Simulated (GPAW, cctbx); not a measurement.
# What do these deviations say about the bonding?

(AlAs)1(ZnSe)1, Pmm2 (no. 25), a = 4.0559 Å, b = 4.0742 Å, c = 5.7231 Å, α = 90.00°, β = 90.00°, γ = 90.00°.

| atom | mult. | x | y | z |
| --- | --- | --- | --- | --- |
| Se1 | 1 | 0 | 1/2 | 0.7555 |
| As1 | 1 | 1/2 | 0 | 0.2506 |
| Zn1 | 1 | 1/2 | 1/2 | 0.4810 |
| Al1 | 1 | 0 | 0 | 0.0130 |

The cell is a (AlAs)1(ZnSe)1 superlattice along [001] of the zinc-blende type, started at the mean lattice constant and relaxed freely, with no substrate.

Absolute values of the static structure factors of the conventional cell from DFT (PBE, GPAW) against free spherical atoms, in electrons:

| hkl | d (Å) | free atoms | crystal |
| --- | --- | --- | --- |
| 001 | 5.723 | 16.02 | 15.96 |
| 010 | 4.074 | 17.38 | 17.24 |
| 100 | 4.056 | 15.51 | 15.59 |
| 011 | 3.319 | 65.23 | 65.54 |
| 101 | 3.309 | 70.22 | 70.49 |
| 110 | 2.874 | 20.59 | 20.88 |
| 002 | 2.861 | 22.31 | 22.56 |
| 111 | 2.569 | 16.44 | 16.42 |
| 012 | 2.342 | 16.08 | 16.07 |
| 102 | 2.338 | 15.78 | 15.77 |

**Question.** Which way does charge move, and which reflections show it best?

Project each element's phase sum on the total phase. |F| rises if density moves to atoms that scatter in phase and falls if it moves to atoms that scatter against it; the rule is for low angles, since changes of shape take over beyond. Where all elements are in phase the terms compete, and the compactness of the donor's and the acceptor's density matters too.

| hkl | Se in phase | As in phase | Zn in phase | Al in phase | change (e) | (%) |
| --- | --- | --- | --- | --- | --- | --- |
| 001 | -0.2 | +0.2 | +1.0 | -1.0 | -0.06 | -0.4 |
| 010 | +1.0 | -1.0 | +1.0 | -1.0 | -0.14 | -0.8 |
| 100 | -1.0 | +1.0 | +1.0 | -1.0 | +0.08 | +0.5 |
| 011 | +0.8 | +0.8 | +0.4 | +0.6 | +0.31 | +0.5 |
| 101 | +0.9 | +0.9 | +0.6 | +0.5 | +0.28 | +0.4 |
| 110 | +1.0 | +1.0 | -1.0 | -1.0 | +0.28 | +1.4 |
| 002 | +1.0 | +1.0 | -0.9 | -1.0 | +0.24 | +1.1 |
| 111 | +0.3 | -0.3 | +1.0 | -0.9 | -0.02 | -0.1 |

Low-angle reflections that set elements apart and change by more than 0.05 e: 001, 010, 100, 110 and 002 (111 hardly moves and tells little). The signs fit a gain of density on Se and As and a loss on Zn and Al. The best witness is 110, +1.4 %, where As enters with +1.0. The real-space density agrees: Voronoi charges Se -0.16, As -0.28, Zn +0.23, Al +0.21 e. The shortest bond, As–Zn, has Δρ = +0.11 e/Å³ at its midpoint, a covalent bond charge.
